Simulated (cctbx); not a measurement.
## Accept or mend?

Cell a = 8.9090 Å, b = 8.9090 Å, c = 9.9670 Å, α = 90.00°, β = 90.00°, γ = 120.00°; space group R-3c (no. 167). The compound is MnZn3NiO6.

The data are simulated with cctbx, not measured: Cu Kα, λ = 1.54184 Å, to d = 0.83 Å, 50 % of the full sphere, strongest reflection 20000 counts, noise from counting, a 4 % proportional error and a noise floor of 8 counts (s.d.); no absorption.

An anisotropic refinement with weights 1/σ² prints:

```text
Rint 0.035, 141 unique reflections to 0.83 A
cycle     R1     wR2    GooF  max shift (A)
   1  0.1292  0.3212  11.782   0.00732
   2  0.0380  0.0974   3.575   0.00005
final R1 0.0380 wR2 0.0974 GooF 3.575  parameters 18  data/parameter 7.8
atom        x        y        z      Ueq    occ   su(xyz)  su(Uiso or U11)
Ni1    0.66667  0.97204  0.58333  -0.0034  1.000  0.00016  0.0008  NPD
Ni2    0.00000  0.00000  0.25000   0.0101  1.000  0.00000  0.0010
Mn1    0.00000  0.00000  0.00000   0.0102  1.000  0.00000  0.0010
O1     0.15661  0.51985  0.55596   0.0108  1.000  0.00068  0.0025
difference map: max 1.74 min -1.18 rms 0.31
Q1    0.0093  0.3333  0.0833   18    1.80  0.17 A from Ni1
Q2    0.0256  0.5096  0.0592   36    0.37  1.15 A from O1
Q3    0.0517  0.1162  0.3227   36    0.34  1.00 A from O1
Q4    0.0734  0.2109  0.1657   36    0.33  1.41 A from O1
Q5    0.0684  0.5167  0.4297   36    0.33  1.48 A from O1
Q6    0.0000  0.1289  0.2500   18    0.31  1.15 A from Ni2
```

Q: Accept it or mend it, and why?

Mend it. The fault: wrong element: Ni1 is Zn. Against the right model at the same level, R1 goes from 0.0116 to 0.0380 and GooF from 0.91 to 3.58, U of Ni1 shrinks from 0.0060 to -0.0034 Å², U of Ni2 swells from 0.0052 to 0.0101 Å², U of Mn1 swells from 0.0058 to 0.0102 Å², the top difference peak, 1.8 e/Å³, lies on Ni1 and Ni1 goes non-positive-definite. Ni1 has 2 electrons too few and its U shrinks to make up, as expected (near an absorption edge f′ can widen the mismatch well beyond the difference in Z).

The compound is MnZn3NiO6. The right model at the same level gives:

```text
Rint 0.035, 141 unique reflections to 0.83 A
cycle     R1     wR2    GooF  max shift (A)
   1  0.0131  0.0303   1.110   0.00105
   2  0.0116  0.0248   0.910   0.00000
final R1 0.0116 wR2 0.0248 GooF 0.910  parameters 18  data/parameter 7.8
atom        x        y        z      Ueq    occ   su(xyz)  su(Uiso or U11)
Zn1    0.66667  0.97218  0.58333   0.0060  1.000  0.00004  0.0002
Ni1    0.00000  0.00000  0.25000   0.0052  1.000  0.00000  0.0003
Mn1    0.00000  0.00000  0.00000   0.0058  1.000  0.00000  0.0002
O1     0.15579  0.51899  0.55596   0.0071  1.000  0.00018  0.0006
difference map: max 0.30 min -0.58 rms 0.10
Q1    0.0956  0.2216  0.1713   36    0.31  1.35 A from O1
Q2    0.0324  0.1786  0.7974   36    0.28  0.92 A from O1
Q3    0.0812  0.5322  0.0729   36    0.24  0.85 A from O1
Q4    0.0167  0.3736  0.0152   36    0.24  0.80 A from Zn1
Q5    0.0132  0.0991  0.5927   36    0.23  0.73 A from O1
Q6    0.0000  0.2336  0.7500   18    0.23  1.14 A from Zn1
```

This is a model crystal, built by substitution and not relaxed, with assumed displacement parameters.

[Middle refinement cycles are left out of these outputs.]

[Logs are printed without paths, hosts, clocks, repeated set-up lines and the standing remarks that a program may print on its own settings, such as how far it seeks lower states.]
